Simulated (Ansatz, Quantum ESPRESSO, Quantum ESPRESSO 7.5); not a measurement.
**Complex bands of AlN, zinc blende type, lattice constant set to 4.463 Å**

How good a tunnel barrier is AlN, zinc blende type, lattice constant set to 4.463 Å?

Program: Quantum ESPRESSO 7.5. Level of theory: plane-wave DFT, LDA, PseudoDojo norm-conserving pseudopotentials (cross-check by Ansatz 0.2.0 with PAW datasets). Results are calculated unless marked as measured.

The structure was built from a prototype and need not be the compound's stable phase.

### Step 1. Starting point

It takes space group F-43m (No. 216, cubic). Conventional cell: a = 4.463 Å, b = 4.463 Å, c = 4.463 Å, α = 90.00°, β = 90.00°, γ = 90.00°. Nearest to Al lie 4 N at 1.93 Å. N has 4 Al at 1.93 Å nearest. Farther neighbours and most contacts between anions are not listed.

### Step 2. Self-consistent run

pwcond needs a cell whose third axis lies along the current and stands perpendicular to the other two.

Contents of scf.in:

```
&control
  prefix = 'scf'
  outdir = './out'
  pseudo_dir = './pseudo'
  calculation = 'scf'
  tprnfor = .true.
/
&system
  ibrav = 0
  nat = 4
  ntyp = 2
  ecutwfc = 72
  ecutrho = 288
  occupations = 'fixed'
  nbnd = 12
/
&electrons
  conv_thr = 1e-09
  mixing_beta = 0.6
  electron_maxstep = 120
/
ATOMIC_SPECIES
  Al  26.9815  Al.dojo-sr-lda-0.4.1-standard.upf
  N   14.0070  N.dojo-sr-lda-0.4.1-standard.upf
CELL_PARAMETERS angstrom
  3.15581756443556 0.00000000000000 0.00000000000000
  0.00000000000000 3.15581756443556 0.00000000000000
  0.00000000000000 0.00000000000000 4.46300000000000
ATOMIC_POSITIONS crystal
  Al  0.000000000000 0.000000000000 0.000000000000
  N   0.500000000000 0.000000000000 0.250000000000
  Al  0.500000000000 0.500000000000 0.500000000000
  N   0.000000000000 0.500000000000 0.750000000000
K_POINTS automatic
  8 8 6 0 0 0
```

Run with:

```console
$ OMP_NUM_THREADS=1 mpirun -n 2 pw.x -nk 2 -in scf.in > scf.out
```

The program printed:

```text
Program PWSCF v.7.5 starts
[citation notice left out]

     Parallel version (MPI & OpenMP), running on       2 processor cores
     Number of MPI processes:                 2
     Threads/MPI process:                     1

     MPI processes distributed on     1 nodes
[...]
Current dimensions of program PWSCF are:
     Max number of different atomic species (ntypx) = 10
     Max number of k-points (npk) =  40000
     Max angular momentum in pseudopotentials (lmaxx) =  4
     Found identity + ( -0.5000 -0.5000 -0.5000) symmetry
     This is a supercell, fractional translations are disabled
     Message from routine setup:
     using ibrav=0 with symmetry is DISCOURAGED, use correct ibrav instead

     K-points division:     npool     =       2
     Subspace diagonalization in iterative solution of the eigenvalue problem:
     a serial algorithm will be used

     G-vector sticks info
     --------------------
     sticks:   dense  smooth     PW     G-vecs:    dense   smooth      PW
     Sum         805     805    241                24729    24729    4129

     Using Slab Decomposition

     bravais-lattice index     =            0
     lattice parameter (alat)  =       5.9636  a.u.
     unit-cell volume          =     299.9489 (a.u.)^3
     number of atoms/cell      =            4
     number of atomic types    =            2
     number of electrons       =        16.00
     number of Kohn-Sham states=           12
     kinetic-energy cutoff     =      72.0000  Ry
     charge density cutoff     =     288.0000  Ry
     scf convergence threshold =      1.0E-09
     mixing beta               =       0.6000
     number of iterations used =            8  plain     mixing
     Exchange-correlation= SLA  PW   NOGX NOGC
                           (   1   4   0   0   0   0   0)

     celldm(1)=   5.963631  celldm(2)=   0.000000  celldm(3)=   0.000000
     celldm(4)=   0.000000  celldm(5)=   0.000000  celldm(6)=   0.000000

     crystal axes: (cart. coord. in units of alat)
               a(1) = (   1.000000   0.000000   0.000000 )
               a(2) = (   0.000000   1.000000   0.000000 )
               a(3) = (   0.000000   0.000000   1.414214 )

     reciprocal axes: (cart. coord. in units 2 pi/alat)
               b(1) = (  1.000000  0.000000  0.000000 )
               b(2) = (  0.000000  1.000000  0.000000 )
               b(3) = (  0.000000  0.000000  0.707107 )

     PseudoPot. # 1 for Al read from file:
     ./pseudo/Al.dojo-sr-lda-0.4.1-standard.upf
     Pseudo is Norm-conserving + core correction, Zval =  3.0
     Generated using ONCVPSP code by D. R. Hamann
     Using radial grid of 1854 points,  6 beta functions with:
                l(1) =   0
                l(2) =   0
                l(3) =   1
                l(4) =   1
                l(5) =   2
                l(6) =   2

     PseudoPot. # 2 for N  read from file:
     ./pseudo/N.dojo-sr-lda-0.4.1-standard.upf
     Pseudo is Norm-conserving + core correction, Zval =  5.0
     Generated using ONCVPSP code by D. R. Hamann
     Using radial grid of 1058 points,  4 beta functions with:
                l(1) =   0
                l(2) =   0
                l(3) =   1
                l(4) =   1

     atomic species   valence    mass     pseudopotential
     Al                3.00    26.98150     Al( 1.00)
     N                 5.00    14.00700     N ( 1.00)

      8 Sym. Ops. (no inversion) found

   Cartesian axes

     site n.     atom                  positions (alat units)
         1        Al     tau(   1) = (   0.0000000   0.0000000   0.0000000  )
         2        N      tau(   2) = (   0.5000000   0.0000000   0.3535534  )
         3        Al     tau(   3) = (   0.5000000   0.5000000   0.7071068  )
         4        N      tau(   4) = (   0.0000000   0.5000000   1.0606602  )

     number of k points=    60
                       cart. coord. in units 2pi/alat
        k(    1) = (   0.0000000   0.0000000   0.0000000), wk =   0.0052083
        k(    2) = (   0.0000000   0.0000000   0.1178511), wk =   0.0104167
        k(    3) = (   0.0000000   0.0000000   0.2357023), wk =   0.0104167
        k(    4) = (   0.0000000   0.0000000  -0.3535534), wk =   0.0052083
        k(    5) = (   0.0000000   0.1250000   0.0000000), wk =   0.0208333
        k(    6) = (   0.0000000   0.1250000   0.1178511), wk =   0.0416667
        k(    7) = (   0.0000000   0.1250000   0.2357023), wk =   0.0416667
        k(    8) = (   0.0000000   0.1250000  -0.3535534), wk =   0.0208333
        k(    9) = (   0.0000000   0.2500000   0.0000000), wk =   0.0208333
        k(   10) = (   0.0000000   0.2500000   0.1178511), wk =   0.0416667
[...]
k(   60) = (  -0.5000000  -0.5000000  -0.3535534), wk =   0.0052083

     Dense  grid:    24729 G-vectors     FFT dimensions: (  36,  36,  45)

     Estimated max dynamical RAM per process >      40.09 MB

     Estimated total dynamical RAM >      74.15 MB

     Initial potential from superposition of free atoms

     starting charge      15.9956, renormalised to      16.0000
     Starting wfcs are   16 randomized atomic wfcs

     total cpu time spent up to now is        1.0 secs

     per-process dynamical memory:    36.5 Mb

     Self-consistent Calculation

     iteration #  1     ecut=    72.00 Ry     beta= 0.60
     Davidson diagonalization with overlap
     ethr =  1.00E-02,  avg # of iterations =  3.6

     total cpu time spent up to now is        1.9 secs

     total energy              =     -50.89789422 Ry
     estimated scf accuracy    <       1.17809453 Ry

     iteration #  2     ecut=    72.00 Ry     beta= 0.60
[...]
total energy              =     -51.27118853 Ry
     estimated scf accuracy    <       0.49817605 Ry

     iteration #  3     ecut=    72.00 Ry     beta= 0.60
[...]
total energy              =     -51.34708011 Ry
     estimated scf accuracy    <       0.01022499 Ry

     iteration #  4     ecut=    72.00 Ry     beta= 0.60
[...]
total energy              =     -51.35217586 Ry
     estimated scf accuracy    <       0.01522038 Ry

     iteration #  5     ecut=    72.00 Ry     beta= 0.60
[...]
total energy              =     -51.35255607 Ry
     estimated scf accuracy    <       0.00171518 Ry

     iteration #  6     ecut=    72.00 Ry     beta= 0.60
[...]
total energy              =     -51.35314721 Ry
     estimated scf accuracy    <       0.00003178 Ry

     iteration #  7     ecut=    72.00 Ry     beta= 0.60
[...]
total energy              =     -51.35313156 Ry
     estimated scf accuracy    <       0.00014488 Ry

     iteration #  8     ecut=    72.00 Ry     beta= 0.60
[...]
total energy              =     -51.35312443 Ry
     estimated scf accuracy    <       0.00003572 Ry

     iteration #  9     ecut=    72.00 Ry     beta= 0.60
[...]
total energy              =     -51.35312883 Ry
     estimated scf accuracy    <       0.00000154 Ry

     iteration # 10     ecut=    72.00 Ry     beta= 0.60
[...]
total energy              =     -51.35312921 Ry
     estimated scf accuracy    <       0.00000007 Ry

     iteration # 11     ecut=    72.00 Ry     beta= 0.60
[...]
total energy              =     -51.35312924 Ry
     estimated scf accuracy    <          2.0E-09 Ry

     iteration # 12     ecut=    72.00 Ry     beta= 0.60
[...]
End of self-consistent calculation

          k = 0.0000 0.0000 0.0000 (  3043 PWs)   bands (ev):

    -8.4458  -5.9132   1.2376   4.2736   4.2736   5.9996   5.9996   5.9996
     9.2219   9.6782  14.0487  17.7441

          k = 0.0000 0.0000 0.1179 (  3067 PWs)   bands (ev):

    -8.3172  -6.1495   1.5053   4.3698   4.3698   5.4110   5.8577   5.8577
     9.6019  10.3169  14.2327  17.2949

          k = 0.0000 0.0000 0.2357 (  3075 PWs)   bands (ev):

    -7.9457  -6.7209   2.2047   4.2922   4.6435   4.6435   5.4951   5.4951
    10.6020  11.3925  14.7656  16.3299

          k = 0.0000 0.0000-0.3536 (  3046 PWs)   bands (ev):

    -7.3799  -7.3799   3.1709   3.1709   5.0477   5.0477   5.0477   5.0477
    11.5975  11.5975  15.5049  15.5049

          k = 0.0000 0.1250 0.0000 (  3078 PWs)   bands (ev):

    -8.3016  -5.9025   1.3994   3.6162   4.3758   5.2212   5.8322   5.9946
     9.8201  10.3695  14.5639  17.3431

          k = 0.0000 0.1250 0.1179 (  3087 PWs)   bands (ev):

    -8.1766  -6.1178   1.5615   3.8326   4.4677   4.6151   5.8649   5.9214
    10.1654  10.7899  14.7210  17.0616

[...]
highest occupied, lowest unoccupied level (ev):     5.9996    9.2219

!    total energy              =     -51.35312924 Ry
     estimated scf accuracy    <          5.4E-12 Ry

     The total energy is the sum of the following terms:
     one-electron contribution =      -3.25710832 Ry
     hartree contribution      =      11.39014045 Ry
     xc contribution           =     -16.81444233 Ry
     ewald contribution        =     -42.67171904 Ry

     convergence has been achieved in  12 iterations

     Forces acting on atoms (cartesian axes, Ry/au):

     atom    1 type  1   force =     0.00000000    0.00000000    0.00000000
     atom    2 type  2   force =     0.00000000    0.00000000   -0.00000004
     atom    3 type  1   force =     0.00000000    0.00000000    0.00000000
     atom    4 type  2   force =     0.00000000    0.00000000    0.00000004

     Total force =     0.000000     Total SCF correction =     0.000001
     SCF correction compared to forces is large: reduce conv_thr to get better values

[...]
=------------------------------------------------------------------------------=
   JOB DONE.
=------------------------------------------------------------------------------=
```

Wall time 12 s (2 MPI ranks of Intel Xeon 6975P-C (Granite Rapids), shared host); peak memory 0.17 GiB.

This step gave:

```
free energy                          : -698.6949 eV
valence top, on the run's zero       : 6.000 eV
conduction bottom, on the run's zero : 9.222 eV
gap by band count                    : 3.222 eV
```

The program's own clock; routines nest. Time by routine:

```
     routine  wall time (s)  calls
       PWSCF          11.26      1
   electrons          10.16      1
     c_bands           8.86     12
     cegterg           7.22    360
       h_psi           6.39   1530
    vloc_psi            5.1   1530
        fftw           4.91  29236
    sum_band           1.19     12
    init_run           0.93      1
      calbec           0.76   1650
h_psi:calbec           0.71   1530
     wfcinit            0.6      1
   init_us_2           0.56    780
  add_vuspsi           0.51   1530
```

The run needed 12 iterations to bring the estimated error under 1e-09 Ry.

(Continued in part 2 of 4.)

[Logs are printed without paths, hosts, clocks, repeated set-up lines and the standing remarks that a program may print on its own settings, such as how far it seeks lower states.]

[Hosts, paths, dates, database ids (printed as entryN), source tags and the programs' standing remarks are cut or masked in the printed files.]

[Maps of the electrostatic potential energy from Ansatz leave out the sawtooth potential of an applied field or a dipole correction, so their vacuum need not be flat; planar profiles and work functions include it.]
